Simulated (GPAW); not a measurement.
**Ballistic transport through methoxybenzenedithiol between two Pd chains, cheap and dear**

Aim: T(E), conductance and thermopower of methoxybenzenedithiol between two Pd chains, and what cheaper settings cost in accuracy.

Main program and level: GPAW 26.7.0; GPAW LCAO, PAW setups; Landauer transmission from Green's functions with principal layers (ASE), zero bias.

This is a report of a sequence of runs, with most program output left out.

## 1. The starting structure

The cell holds 30 atoms: 14 Pd, 2 S, 6 H, 7 C and 1 O. Its edges and angles: a = 13.959 Å, b = 9.136 Å, c = 42.883 Å, α = 90.0°, β = 90.0°, γ = 90.0°. Regions: left lead, 7 atoms (7 Pd); channel, 16 atoms (2 S, 6 H, 7 C and 1 O); right lead, 7 atoms (7 Pd). Vacuum lies along a and b. The structure is stacked along c, and the current runs across the ab planes.

## 2. GPAW, dzp

The script solves lead and junction separately, takes H and S in the orbital basis, and joins semi-infinite leads through their self-energies; the dzp basis is the working standard.

Contents of run.py:

```python
import json
import numpy as np
from ase import Atoms
from ase.transport.calculators import TransportCalculator
from gpaw import GPAW, FermiDirac
from gpaw.lcao.tools import get_lcao_hamiltonian
from scipy.linalg import eigh

# The junction with lead layers at both ends, along the third cell vector
device = Atoms(
    ['Pd', 'Pd', 'Pd', 'Pd', 'Pd', 'Pd', 'Pd', 'S', 'H', 'C', 'C', 'H', 'C', 'C', 'H', 'C', 'H', 'H', 'C', 'C', 'O', 'H', 'S', 'Pd', 'Pd', 'Pd', 'Pd', 'Pd', 'Pd', 'Pd'],
    positions=[
        [6.97937, 4.56786, 1.25000],
        [6.97937, 4.56786, 3.75000],
        [6.97937, 4.56786, 6.25000],
        [6.97937, 4.56786, 8.75000],
        [6.97937, 4.56786, 11.25000],
        [6.97937, 4.56786, 13.75000],
        [6.97937, 4.56786, 16.25000],
        [6.21713, 5.26174, 18.39521],
        [8.83266, 5.11339, 19.68992],
        [6.70656, 5.10272, 20.10014],
        [8.05663, 5.05538, 20.44906],
        [4.68438, 5.09122, 20.79825],
        [5.72623, 5.04436, 21.09866],
        [8.42766, 4.93810, 21.78931],
        [9.48399, 4.90150, 22.04684],
        [6.08723, 4.92718, 22.44677],
        [3.50326, 4.08469, 22.54857],
        [3.56099, 5.88571, 22.69847],
        [7.45177, 4.87198, 22.79047],
        [3.80942, 4.93059, 23.17268],
        [5.19431, 4.85946, 23.48840],
        [3.25000, 4.87037, 24.11121],
        [7.99862, 4.72126, 24.48783],
        [6.97937, 4.56786, 26.63306],
        [6.97937, 4.56786, 29.13306],
        [6.97937, 4.56786, 31.63306],
        [6.97937, 4.56786, 34.13306],
        [6.97937, 4.56786, 36.63306],
        [6.97937, 4.56786, 39.13306],
        [6.97937, 4.56786, 41.63306]],
    cell=[[13.95873, 0.0, 0.0], [0.0, 9.13571, 0.0], [0.0, 0.0, 42.88306]],
    pbc=True)

# One principal layer of the lead: the first 5 atoms of the device
lead = Atoms(
    ['Pd', 'Pd', 'Pd', 'Pd', 'Pd'],
    positions=[
        [6.97937, 4.56786, 1.25000],
        [6.97937, 4.56786, 3.75000],
        [6.97937, 4.56786, 6.25000],
        [6.97937, 4.56786, 8.75000],
        [6.97937, 4.56786, 11.25000]],
    cell=[[13.95873, 0.0, 0.0], [0.0, 9.13571, 0.0], [0.0, 0.0, 12.5]],
    pbc=True)

settings = dict(mode='lcao', basis='dzp', xc='PBE', h=0.18,
                occupations=FermiDirac(0.1), maxiter=250,
                mixer=dict(beta=0.1, nmaxold=8, weight=100.0),
                convergence=dict(density=0.0001))
energies = np.arange(-2, 2 + 1e-9, 0.05)
eta = 0.0001
n1, n2 = 1, 1
# k and -k transmit alike, so half of the mesh across the current serves
mesh = [(i, j) for i in range(n1) for j in range(n2) if (i, j) <= (-i % n1, -j % n2)]
weights = np.array([1 if (i, j) == (-i % n1, -j % n2) else 2 for i, j in mesh]) / (n1 * n2)

# [... helper functions left out ...]
fermi_lead = ground_state(lead, (1, 1, 9), 'lead.txt')
fermi_device = ground_state(device, (1, 1, 2), 'device.txt')
# [... loop over the mesh left out, but for ...]
        # Shift the lead onto the potential of the device's first layer
        shift = ((H[:, 0, 0] - H0[:, 0, 0]) / S0[0, 0]).real.mean()
# [...]
kT = 8.617333e-5 * 500
bias = [0.1, 0.2, 0.5, 1.0, 1.5, 2.0]
# [... integrals and printing left out ...]
```

Launch:

```bash
$ OMP_NUM_THREADS=1 OPENBLAS_NUM_THREADS=1 python run.py
```

Wall time 8.9 min (1 thread of Arm Neoverse V1, shared host); peak memory 3.1 GiB.

Numbers from this step:

| Quantity | Value |
| --- | --- |
| conductance | 0.6449 G₀ |
| largest coupling past the next principal layer | 1.07e-4 eV |
| largest misfit of the first principal layer | 0.1191 eV |
| shift that aligns the lead | -0.003084 eV |
| basis functions of the junction | 538 |
| basis functions of a principal layer | 135 |
| transmission at the Fermi level (one spin) | 0.7266 |

One spin. The transmission, zone mean by energy, zero at the Fermi level:

energy (eV), transmission, zone mean and a bar:
```
    -2.00      0.666 #####################
    -1.80      0.929 #############################
    -1.70      0.973 ##############################
    -1.60      0.940 #############################
    -1.45      0.520 ################
    -1.25      0.738 #######################
    -1.15      0.913 ############################
    -1.05      0.752 #######################
    -0.85      0.860 ###########################
    -0.65      0.815 #########################
    -0.60      0.958 ##############################
    -0.50      0.927 #############################
    -0.30      0.861 ###########################
    -0.25      0.868 ###########################
    -0.10      0.834 ##########################
     0.00      0.727 ######################
     0.10      0.318 ##########
     0.30      0.001 
     0.50      0.000 
     0.65      0.000 
     0.85      0.000 
     1.05      0.000 
     1.25      0.000 
     1.45      0.000 
     1.60      0.000 
     1.80      0.000 
     2.00      0.000
```

Not self-consistent under bias; the bias window is split evenly. Table of current through one cell, from the zero-bias transmission by bias:

```tsv
bias (V)	current through one cell, from the zero-bias transmission (μA)
0.100	4.93
0.200	9.48
0.500	20.6
1.000	37.2
1.500	53.1
2.000	67.8
```

Table of transmission of the three most open eigenchannels by energy, zero at the Fermi level:

```tsv
energy (eV)	channel 1	channel 2	channel 3
-2.000	0.652	0.0122	0.00167
-1.800	0.910	0.0169	0.00155
-1.600	0.922	0.0167	0.00161
-1.400	0.123	0.0135	0.00182
-1.200	0.857	0.0111	0.00243
-1.000	0.596	0.0147	0.00295
-0.800	0.785	0.0130	0.00235
-0.600	0.941	0.0158	7.3e-4
-0.400	0.800	0.0203	7.7e-4
-0.200	0.844	0.0224	0.00106
0.000	0.707	0.0182	9.0e-4
0.200	0.0118	4.2e-11	1.5e-12
0.400	2.6e-4	3.4e-12	0
0.600	8.5e-5	3.7e-12	0
```

At 0.15 eV T drops to or jumps from 0.00213 where the lead's channel count changes: a band edge of the lead lies in the thermal window, and enters the average. Couplings past the next layer reach 1.1e-4 eV, small enough to drop; the matrix elements of the cell's first layer differ from the bulk lead's by up to 0.12 eV. That layer keeps its own values in the calculation, and only beyond it is the lead taken as perfect. The Fermi levels of lead and junction count from different zeros of potential, one for each periodic cell; with both set to zero, the small remaining shift is what aligns them. By hand: G = 0.6449 × 77.48 μS = 50.0 μS, a resistance of 20.0 kΩ; at 0.1 V a linear junction would pass 5.00 μA, and the integral over the bias window gives 4.93 μA.

## 3. Single-zeta polarised basis

One radial function a shell plus polarisation makes the matrices smaller; the question is what that costs.

Edit run.py of step 2 so:

```diff
@@ -57,3 +57,3 @@
 
-settings = dict(mode='lcao', basis='dzp', xc='PBE', h=0.18,
+settings = dict(mode='lcao', basis='szp(dzp)', xc='PBE', h=0.18,
                 occupations=FermiDirac(0.1), maxiter=250,
```

Run time: 6.4 min. Hardware: 1 thread; peak memory 3 GiB.

Numbers from this step:

```yaml
conductance: 0.3208 G₀
largest_coupling_past_the_next_principal_layer: 1.09e-4 eV
largest_misfit_of_the_first_principal_layer: 0.1413 eV
shift_that_aligns_the_lead: 5.15e-4 eV
basis_functions_of_the_junction: 324
basis_functions_of_a_principal_layer: 75
transmission_at_the_fermi_level_one_spin: 0.4028
```

One spin. Table of transmission, zone mean by energy, zero at the Fermi level:

```tsv
energy (eV)	transmission, zone mean
-2.00	0.423
-1.85	0.586
-1.70	0.0162
-1.60	0.599
-1.45	0.871
-1.40	0.872
-1.30	0.806
-1.15	0.341
-1.05	0.707
-0.90	0.460
-0.75	0.847
-0.65	0.984
-0.60	0.886
-0.50	0.864
-0.35	0.804
-0.20	0.755
-0.05	0.583
0.00	0.403
0.05	0.0209
0.20	0.00330
0.35	8.1e-5
0.50	2.2e-5
0.60	1.3e-5
0.75	6.0e-6
0.90	2.7e-6
1.05	8.1e-7
1.15	1.7e-7
1.30	7.5e-8
1.45	1.1e-6
1.60	3.6e-6
1.70	6.2e-6
1.85	1.2e-5
2.00	2.1e-5
```

Not self-consistent under bias; the bias window is split evenly. Table of current through one cell, from the zero-bias transmission by bias:

```tsv
bias (V)	current through one cell, from the zero-bias transmission (μA)
0.100	2.50
0.200	5.07
0.500	13.6
1.000	29.4
1.500	46.2
2.000	57.4
```

The transmission of the three most open eigenchannels by energy, zero at the Fermi level:

```tsv
energy (eV)	channel 1	channel 2	channel 3
-2.000	0.415	0.00801	6.7e-4
-1.800	0.515	0.0122	6.5e-4
-1.600	0.585	0.0135	8.0e-4
-1.400	0.859	0.0116	0.00106
-1.200	0.528	0.00919	0.00214
-1.000	0.660	0.0103	0.00127
-0.800	0.491	0.00872	3.7e-4
-0.600	0.870	0.0154	2.2e-4
-0.400	0.794	0.0270	2.0e-4
-0.200	0.719	0.0355	3.0e-4
0.000	0.368	0.0347	2.7e-4
0.200	0.00330	0	0
0.400	4.8e-5	0	0
```

The conductance, 0.321 G₀, lies 50 % below that of the dzp run. At 0.1 eV T drops to or jumps from 0.00237 where the lead's channel count changes: a band edge of the lead lies in the thermal window, and enters the average.

## 4. Minimal basis

The minimal basis is the cheapest rung: no second zeta and no polarisation.

Edit run.py of step 3 so:

```diff
@@ -57,3 +57,3 @@
 
-settings = dict(mode='lcao', basis='szp(dzp)', xc='PBE', h=0.18,
+settings = dict(mode='lcao', basis='sz(dzp)', xc='PBE', h=0.18,
                 occupations=FermiDirac(0.1), maxiter=250,
```

Elapsed: 5.1 min, on 1 thread; peak memory 2.9 GiB.

Numbers from this step:

```
conductance                                    : 0.4160 G₀
largest coupling past the next principal layer : 1.08e-4 eV
largest misfit of the first principal layer    : 0.07466 eV
shift that aligns the lead                     : -3.86e-4 eV
basis functions of the junction                : 214
basis functions of a principal layer           : 60
transmission at the Fermi level (one spin)     : 0.5251
```

The conductance, 0.416 G₀, lies 35 % below that of the dzp run. At 0.1 eV T drops to or jumps from 0.00208 where the lead's channel count changes: a band edge of the lead lies in the thermal window, and enters the average.

## 5. LDA in the dzp basis: xc = "LDA"

Back in the dzp basis, the functional changes from PBE to LDA, to set the spread between functionals beside that between bases.

Edit run.py of step 4 so:

```diff
@@ -57,3 +57,3 @@
 
-settings = dict(mode='lcao', basis='sz(dzp)', xc='PBE', h=0.18,
+settings = dict(mode='lcao', basis='dzp', xc='LDA', h=0.18,
                 occupations=FermiDirac(0.1), maxiter=250,
```

Run time: 8.2 min. Hardware: 1 thread; peak memory 3.1 GiB.

This step gave:

```
conductance                                             : 0.6697 G₀
largest coupling past the next principal layer          : 1.19e-4 eV
largest misfit of the first principal layer             : 0.1015 eV
shift that aligns the lead                              : -0.002317 eV
basis functions of the junction                         : 538
basis functions of a principal layer                    : 135
transmission at the Fermi level (one spin)              : 0.7437
open channels of the lead at the Fermi level (one spin) : 4
```

One spin. Transmission, zone mean against energy, zero at the Fermi level:

```tsv
energy (eV)	transmission, zone mean
-2.00	0.655
-1.90	0.784
-1.80	0.896
-1.70	0.949
-1.65	0.950
-1.55	0.887
-1.45	0.620
-1.35	0.0192
-1.25	0.638
-1.15	0.893
-1.10	0.898
-1.05	0.847
-0.90	0.725
-0.80	0.855
-0.70	0.699
-0.60	0.936
-0.55	0.946
-0.50	0.937
-0.40	0.775
-0.25	0.856
-0.20	0.861
-0.15	0.856
-0.05	0.802
0.00	0.744
0.05	0.645
0.15	0.00184
0.25	0.0472
0.40	3.3e-4
0.50	1.6e-4
0.60	1.0e-4
0.70	7.3e-5
0.80	5.5e-5
0.90	4.2e-5
1.05	2.8e-5
1.15	2.0e-5
1.25	1.4e-5
1.35	9.7e-6
1.45	6.0e-6
1.55	3.2e-6
1.70	6.6e-7
1.80	1.1e-8
1.90	2.4e-7
2.00	1.4e-6
```

The conductance, 0.670 G₀, lies 3.9 % above that of the dzp run. At 0.15 eV T drops to or jumps from 0.00184 where the lead's channel count changes: a band edge of the lead lies in the thermal window, and enters the average.

## 6. Cost and result by level

Times are for 1 thread of Arm Neoverse V1, shared host. Results by setting:

```tsv
no.	run	conductance (G₀)	time	memory (GiB)
1	dzp	0.6449	8.9 min	3.1
2	szp	0.3208	6.4 min	3.0
3	sz	0.4160	5.1 min	2.9
4	dzp LDA	0.6697	8.2 min	3.1
```

## 7. Comparison

The curves are compared point by point over the common energies.

This step: comparison of transmission and cost over codes and levels (GPAW 26.7.0).

Ladder, by row:

```tsv
step	code	T at the Fermi level (sum over the listed spins)	conductance (G0)	r.m.s. T(E) from the first	wall time (s)	peak memory (GiB)	threads
dzp	GPAW	0.7266	0.6449	0	532.2	3.15	1
szp	GPAW	0.4028	0.3208	0.265	384.8	3.02	1
sz	GPAW	0.5251	0.416	0.2548	305.6	2.89	1
dzp-LDA	GPAW	0.7437	0.6697	0.04742	491.2	3.15	1
```

The transmission, zone mean, sum over the listed spins by energy, zero at the Fermi level:

```tsv
energy (eV)	dzp	szp	sz	dzp-LDA
-2.00	0.666	0.423	0.435	0.655
-1.85	0.876	0.586	0.0181	0.845
-1.70	0.973	0.0162	0.644	0.949
-1.50	0.764	0.840	0.904	0.798
-1.35	0.0682	0.851	0.879	0.0192
-1.20	0.871	0.540	0.670	0.824
-1.15	0.913	0.341	0.390	0.893
-1.05	0.752	0.707	0.710	0.847
-0.90	0.846	0.460	0.563	0.725
-0.85	0.860	0.365	0.439	0.854
-0.70	0.600	0.971	0.889	0.699
-0.60	0.958	0.886	0.976	0.936
-0.55	0.950	0.886	0.913	0.946
-0.40	0.821	0.821	0.888	0.775
-0.25	0.868	0.774	0.857	0.856
-0.10	0.834	0.676	0.772	0.837
0.00	0.727	0.403	0.525	0.744
0.10	0.318	0.00237	0.00208	0.438
0.25	0.00907	4.6e-4	3.9e-4	0.0472
0.40	2.6e-4	4.8e-5	1.1e-4	3.3e-4
0.55	1.0e-4	1.6e-5	7.1e-5	1.3e-4
0.70	6.1e-5	7.6e-6	5.5e-5	7.3e-5
0.90	3.4e-5	2.7e-6	4.5e-5	4.2e-5
1.05	2.2e-5	8.1e-7	4.0e-5	2.8e-5
1.20	1.3e-5	2.1e-8	3.5e-5	1.7e-5
1.35	7.0e-6	2.9e-7	3.0e-5	9.7e-6
1.50	2.7e-6	1.8e-6	2.5e-5	4.5e-6
1.70	1.1e-7	6.2e-6	1.8e-5	6.6e-7
1.85	4.0e-7	1.2e-5	1.2e-5	1.3e-8
2.00	2.9e-6	2.1e-5	7.4e-6	1.4e-6
```

## 8. Potential alignment off

Without the shift, lead and junction are matched by their Fermi levels alone.

This step: GPAW LCAO, PAW setups; Landauer transmission from Green's functions with principal layers (ASE), zero bias (GPAW 26.7.0).

Edit run.py of step 5 so:

```diff
@@ -57,3 +57,3 @@
 
-settings = dict(mode='lcao', basis='dzp', xc='LDA', h=0.18,
+settings = dict(mode='lcao', basis='dzp', xc='PBE', h=0.18,
                 occupations=FermiDirac(0.1), maxiter=250,
@@ -72,4 +72,4 @@
 # [... loop over the mesh left out, but for ...]
-        # Shift the lead onto the potential of the device's first layer
-        shift = ((H[:, 0, 0] - H0[:, 0, 0]) / S0[0, 0]).real.mean()
+        # Lead and device are aligned by their Fermi levels alone
+        shift = 0.0
 # [...]
```

Wall time 8.6 min (1 thread); peak memory 3.1 GiB.

Numbers from this step:

```
conductance                                    : 0.6435 G₀
largest coupling past the next principal layer : 1.07e-4 eV
largest misfit of the first principal layer    : 0.1129 eV
shift that aligns the lead                     : 0 eV
transmission at the Fermi level (one spin)     : 0.7300
```

One spin. The transmission, zone mean by energy, zero at the Fermi level:

energy (eV), transmission, zone mean and a bar:
```
    -2.00      0.665 ####################
    -1.85      0.877 ###########################
    -1.70      0.973 ##############################
    -1.60      0.940 #############################
    -1.45      0.520 ################
    -1.30      0.447 ##############
    -1.15      0.912 ############################
    -1.05      0.756 #######################
    -0.90      0.845 ##########################
    -0.85      0.861 ###########################
    -0.75      0.689 #####################
    -0.60      0.958 ##############################
    -0.50      0.936 #############################
    -0.35      0.845 ##########################
    -0.20      0.866 ###########################
    -0.05      0.799 #########################
     0.00      0.730 #######################
     0.05      0.598 ##################
     0.20      0.012 
     0.35      0.000 
     0.50      0.000 
     0.60      0.000 
     0.75      0.000 
     0.90      0.000 
     1.05      0.000 
     1.15      0.000 
     1.30      0.000 
     1.45      0.000 
     1.60      0.000 
     1.70      0.000 
     1.85      0.000 
     2.00      0.000
```

Crossings of the lead's bands, unfolded to its shortest repeat. Table of open channels, zone mean by energy, zero at the Fermi level:

```tsv
energy (eV)	open channels, zone mean
-2.00	3
-1.85	3
-1.70	3
-1.60	3
-1.45	3
-1.30	3
-1.15	3
-1.05	3
-0.90	5
-0.75	5
-0.60	5
-0.50	5
-0.35	4
-0.20	4
-0.05	4
0.00	4
0.05	4
0.20	1
0.35	1
0.50	1
0.60	1
0.75	1
0.90	1
1.05	1
1.15	1
1.30	1
1.45	1
1.60	1
1.70	1
1.85	1
2.00	1
```

Not self-consistent under bias; the bias window is split evenly. The current through one cell, from the zero-bias transmission by bias:

```tsv
bias (V)	current through one cell, from the zero-bias transmission (μA)
0.100	4.91
0.200	9.45
0.500	20.6
1.000	37.2
1.500	53.1
2.000	67.8
```

The transmission of the three most open eigenchannels by energy, zero at the Fermi level:

```tsv
energy (eV)	channel 1	channel 2	channel 3
-2.00	0.651	0.0122	0.00168
-1.90	0.792	0.0148	0.00159
-1.80	0.911	0.0169	0.00154
-1.70	0.954	0.0175	0.00155
-1.55	0.865	0.0160	0.00167
-1.45	0.504	0.0144	0.00180
-1.35	0.0535	0.0126	0.00209
-1.25	0.723	0.0115	0.00229
-1.15	0.899	0.0107	0.00259
-1.05	0.741	0.0116	0.00316
-0.90	0.831	0.0125	0.00204
-0.80	0.784	0.0130	0.00235
-0.70	0.584	0.0138	0.00145
-0.60	0.941	0.0158	7.4e-4
-0.50	0.917	0.0190	6.4e-4
-0.40	0.802	0.0203	7.7e-4
-0.25	0.842	0.0221	0.00101
-0.15	0.834	0.0226	0.00108
-0.05	0.777	0.0208	0.00102
0.00	0.711	0.0182	9.1e-4
0.05	0.583	0.0143	7.2e-4
0.15	0.00215	9.4e-9	1.0e-10
0.25	0.00912	0	0
0.40	2.6e-4	4.1e-12	0
0.50	1.3e-4	4.4e-12	0
0.60	8.6e-5	4.5e-12	0
0.70	6.1e-5	4.6e-12	0
0.80	4.6e-5	4.7e-12	0
0.90	3.4e-5	4.9e-12	0
1.05	2.2e-5	5.5e-12	0
1.15	1.6e-5	6.3e-12	0
1.25	1.1e-5	7.8e-12	0
1.35	6.9e-6	1.1e-11	0
1.45	3.9e-6	1.8e-11	0
1.55	1.8e-6	4.1e-11	0
1.70	1.1e-7	8.1e-10	0
1.80	7.1e-8	1.5e-9	0
1.90	9.5e-7	1.6e-10	0
2.00	2.9e-6	7.5e-11	0
```

The conductance, 0.643 G₀, lies 0.2 % below that of the dzp run. At 0.15 eV T drops to or jumps from 0.00215 where the lead's channel count changes: a band edge of the lead lies in the thermal window, and enters the average.

## 9. Another change of settings

A last run, with other settings again.

Edit run.py of step 8 so:

```diff
@@ -58,4 +58,4 @@
 settings = dict(mode='lcao', basis='dzp', xc='PBE', h=0.18,
-                occupations=FermiDirac(0.1), maxiter=250,
-                mixer=dict(beta=0.1, nmaxold=8, weight=100.0),
+                occupations=FermiDirac(0.1), maxiter=50,
+                mixer=dict(beta=0.9, nmaxold=1, weight=1.0),
                 convergence=dict(density=0.0001))
@@ -72,4 +72,4 @@
 # [... loop over the mesh left out, but for ...]
-        # Lead and device are aligned by their Fermi levels alone
-        shift = 0.0
+        # Shift the lead onto the potential of the device's first layer
+        shift = ((H[:, 0, 0] - H0[:, 0, 0]) / S0[0, 0]).real.mean()
 # [...]
```

It took 3.2 min on 1 thread; peak memory 0.75 GiB.

The fault put into the input: mixing far too strong, under a cap of 50 iterations, which ended the run (beta = 0.9, nmaxold = 1 and weight = 1.0).

## 10. Outcome

```
conductance                                        : 0.645 G₀
transmission at the Fermi level, mean of the spins : 0.727
```

What this shows: In the dzp basis the junction conducts 0.645 G₀ at 500 K, with T = 0.727 a spin at the Fermi level; no smaller basis tried comes within 10 % of that conductance. The conductance differs from T at the Fermi level because it averages T(E) over the thermal window, about 0.15 eV wide, in which T changes. At the Fermi level two eigenchannels carry the current (0.71 and 0.018). Measured against the first run (dzp), the nearest curve is that of dzp-LDA (r.m.s. 0.047) and the farthest that of szp (0.27). Over the compared runs wall time goes from 306 s (sz) to 532 s (dzp), on a shared host. The geometry was built from estimated bond lengths and not relaxed, so the numbers describe this model structure. The run had no spin polarisation, so a magnetic state, which chains and small molecules with open shells often have, wasn't tested. Semilocal functionals put molecular levels too near the Fermi level, so such conductances usually come out too high, and chain electrodes have a sharper density of states than real ones. An evenly spaced straight chain is an idealisation: free chains tend to dimerise, zigzag or, where a band edge lies near the Fermi level, turn magnetic. The currents use the zero-bias T(E) throughout, which holds only while the bias is small against the distance to the nearest feature. Within about eight thermal energies of the Fermi level ln T(E) bends sharply from one computed energy to the next, or the lead's channel count changes, so the thermal averages, above all the thermopower, rest on an interpolation that may be rough.

[Logs are printed without paths, hosts, clocks, repeated set-up lines and the standing remarks that a program may print on its own settings, such as how far it seeks lower states.]

[Hosts, paths, dates, database ids (printed as entryN), source tags and the programs' standing remarks are cut or masked in the printed files.]
